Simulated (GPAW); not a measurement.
# A GW chain in GPAW: TiO2 (Rutile), part 2 of 2

Wanted: ground state, empty states, screening and self-energy for TiO2 (Rutile).

GPAW 26.7.0; LDA and many-body steps on it, plane waves. Known limits of the many-body steps: not at the basis limit.

So far. Step 3 (Bands along the symmetry lines): The gap is 1.823 eV, as in the run before at this level. Step 4 (Empty states on the mesh, 4×4×6 mesh, 151 bands): On this mesh the gap is 1.823 eV.

**5. Screening and self-energy, 4×4×6 mesh, 141 bands, screening to 100 eV**

G0W0 replaces the xc potential by the self-energy, built once from these orbitals. Only a window of levels is corrected, while the sums run over the empty bands that the input names.

This step: G0W0 on LDA, plane waves, PAW.

Input file run.py:

```python
import json
import numpy as np
from gpaw.mpi import world
from gpaw.response.g0w0 import G0W0

gw = G0W0('full.gpw',
    filename='gw',
    kpts=[0],
    bands=(22, 26),
    ecut=100,
    nbands=141,
    integrate_gamma='WS',
    ppa=True)
gw.calculate()
res = {mode: {k: v for k, v in r.items() if k != 'sigma_eskwn'}
       for mode, r in gw.all_results.items()}

if world.rank == 0:
    with open('result.json', 'w') as f:
        json.dump(res, f, default=lambda x: x.tolist())
```

Started as:

```sh
$ mpirun -n 8 gpaw python run.py
```

Numbers of over 12 decimals in the logs are rounded to 6 here.

The program printed:

```text
Using integrator: PointIntegrator
FrequencyGridDescriptor(from 0.000+0.000j to 0.000+27.211j eV, 2 points)
Nonperiodic BCs:  [False False False]
Using integrator: PointIntegrator
FrequencyGridDescriptor(from 0.000+0.000j to 0.000+27.211j eV, 2 points)
Nonperiodic BCs:  [False False False]
  ___  _ _ _
 |   || | | |
 | | || | | |
 |__ ||_____|
 |___|

BZ k-points: Symmetries present (total): 8

  [... matrices ...]
96 k-points: 4 x 4 x 6 Monkhorst-Pack grid + [1/8,1/8,1/12]
28 k-points in the irreducible part of the Brillouin zone
       k-points in crystal coordinates                weights
   0:     0.00000000    0.00000000    0.00000000          1/96
   1:     0.00000000    0.00000000    0.16666667          2/96
   2:     0.00000000    0.00000000    0.33333333          2/96
   3:     0.00000000    0.00000000    0.50000000          1/96
   4:     0.25000000   -0.25000000    0.00000000          2/96
   5:     0.25000000   -0.25000000    0.16666667          4/96
   6:     0.25000000   -0.25000000    0.33333333          4/96
   7:     0.25000000   -0.25000000    0.50000000          2/96
   8:     0.25000000    0.00000000    0.00000000          4/96
   9:     0.25000000    0.00000000    0.16666667          8/96
          ...
  27:     0.50000000    0.50000000    0.50000000          1/96

Distributing spins, k-points and bands (1 x 1 x 4) over 8 processes
Number of blocks: 1

Quasi particle states:
k-points (IBZ indices): [0]
Band range: (22, 26)
  [... matrices ...]
Computational parameters:
Plane wave cut-off: 100 eV
Number of bands: 141
Coulomb cutoff: None
Broadening: 0.1 eV

fxc modes: GW
Kernel: RPA
Using Godby-Needs plasmon-pole approximation:
  Fitting energy: i*E0, E0 = 1.000 Hartree
Summing all q:

Calculating screened Coulomb potential
No Coulomb truncation
FrequencyGridDescriptor(from 0.000+0.000j to 0.000+27.211j eV, 2 points)
Removing empty qpoint cache files...

Calculating chi0 body with:
    Ground state adapter containing:
    Number of spins: 1
    Number of kpoints: 96
    Number of irreducible kpoints: 28
    Number of completely occupied states: 24
    Number of partially occupied states: 24
    Occupied states memory: 4.805419921875 M / cpu

    Linear response parametrization:
    q_c: [0.0, 0.0, 1.3877787807814457e-17]
    Number of frequency points: 2
    Planewave cutoff: 100.0
    Number of bands: 141
    Number of planewaves: 145
    Broadening (eta): 1e-06
    comm.size: 8
    kncomm.size: 8
    blockcomm.size: 1

    Memory estimate of potentially large arrays:
        chi0_wGG: 0.641632 M / cpu
Integrating chi0 body.

Symmetries of q_c:
    Direct symmetries (Uq -> q): 8
    Indirect symmetries (TUq -> q): 0
In total 8 allowed symmetries.

  [... matrices ...]
28 groups of equivalent kpoints. 70.833333% reduction.

Integral kind: response function
Integrating chi0 head and wings.

Symmetries of q_c:
    Direct symmetries (Uq -> q): 8
    Indirect symmetries (TUq -> q): 0
In total 8 allowed symmetries.

  [... matrices ...]
28 groups of equivalent kpoints. 70.833333% reduction.

Integral kind: response function wings

Calculating chi0 body with:
    Ground state adapter containing:
    Number of spins: 1
    Number of kpoints: 96
    Number of irreducible kpoints: 28
    Number of completely occupied states: 24
    Number of partially occupied states: 24
[... the further q-points ...]

Results:
f:      Occupation numbers
eps:     KS-eigenvalues [eV]
vxc:     KS vxc [eV]
exx:     Exact exchange [eV]
sigma:   Self-energies [eV]
dsigma:  Self-energy derivatives
Z:       Renormalization factors
qp:      QP-energies [eV]

k-point 0 (0): (0.000, 0.000, 0.000)                GW
band       f     eps     vxc     exx   sigma  dsigma       Z      qp
                                                                   GW
  22   1.000   4.837 -21.719 -26.023   4.589  -0.310   0.763   5.055
  23   1.000   5.283 -21.477 -25.959   4.783  -0.321   0.757   5.511
  24   0.000   7.106 -22.022 -13.410  -5.900  -0.307   0.765   9.180
  25   0.000   7.394 -21.601 -13.352  -5.694  -0.306   0.766   9.350
```

Elapsed: 67 s, on 8 MPI ranks of AMD EPYC 9R45, shared host; peak memory 2.8 GiB.

This step gave:

```
G0W0 gap on the points computed              : 3.669 eV
least direct G0W0 gap on the computed points : 3.669 eV
Z at the valence top                         : 0.7569
Z at the conduction bottom                   : 0.7648
starting gap on the mesh                     : 1.823 eV
k of the valence top                         : 0, 0, 0
k of the conduction bottom                   : 0, 0, 0
```

The gap on the mesh goes from 1.82 eV to 3.67 eV, a correction of +1.85 eV.

Limits: finite bands, cutoff and mesh. v1 is the top filled band, c1 the lowest empty one. The levels before and after the correction (eV, zero at the valence-band top of each column):

```tsv
	conduction bottom	valence top
Kohn-Sham	1.82	0.00
G0W0	3.67	0.00
```

```tsv
	level	energy (eV)
Kohn-Sham	Γ v2	-0.446
Kohn-Sham	Γ v1	0.000
Kohn-Sham	Γ c1	1.823
Kohn-Sham	Γ c2	2.111
G0W0	Γ v2	-0.456
G0W0	Γ v1	0.000
G0W0	Γ c1	3.669
G0W0	Γ c2	3.840
```

**6. Where the time went**

Times are wall times on 8 MPI ranks of AMD EPYC 9R45, shared host, good to a factor of about two.

```tsv
step	time	share	memory (GiB)
ground state	8.6 s	8 %	1.6
bands along the symmetry lines	6.1 s	6 %	1.7
empty states on the mesh	22 s	22 %	4.3
screening and self-energy	67 s	64 %	2.8
```

**7. Summary of results**

| Item | Value |
| --- | --- |
| LDA gap | 1.82 eV, direct |
| G0W0 gap on the mesh | 3.67 eV |
| GW settings | 4×4×6 mesh, 141 bands, screening to 100 eV, Godby-Needs plasmon pole |
| known limits | not at the basis limit |

What this shows: G0W0 moves the gap on the mesh from 1.82 eV to 3.67 eV (+1.85 eV), with Z of 0.76 and 0.76 at the edges. Only 1 of the mesh's irreducible points was corrected, so a valley elsewhere could overtake. The dearest step here is «screening and self-energy». Against experiment, by G0W0@LDA: the direct gap of 3.67 eV lies +0.64 eV from the measured 3.03 eV (direct, 1.6 K, quoted 2020); the gap of 3.67 eV lies +0.58 eV from the measured 3.09 ± 0.06 eV (indirect, on SiO2 (quartz particles), 2024); the gap of 3.67 eV lies +0.39 eV from the measured 3.28 eV (optical, 2023); the gap of 3.67 eV lies +0.62 eV from the measured 3.05 eV (kind not stated, quoted 2021). An exciton line or allowed optical edge lies below the quasiparticle gap by the binding energy; a forbidden edge can push the onset above it. The calculation has static nuclei and no excitons; a measured gap holds zero-point and thermal motion, which mostly lowers it. Bands and cutoff are finite, so the gap is not at the basis limit. The miss can reach some tenths of an eV and take either sign; the mesh is an error of its own. These stock PAW sets were not made for GW. In the G0W0 run levels were corrected at 1 k point alone, so a gap called «on the mesh» is the least over those, and an edge elsewhere would be missed.

[Paths, hosts, dates, memory and timing lines, banners, echoed tables and standing remarks are left out of the program output.]

[Logs are printed without paths, hosts, clocks, repeated set-up lines and the standing remarks that a program may print on its own settings, such as how far it seeks lower states.]

[Runs of the session that timed out or met a known fault of the program may be left out.]

[Hosts, paths, dates, database ids (printed as entryN), source tags and the programs' standing remarks are cut or masked in the printed files.]
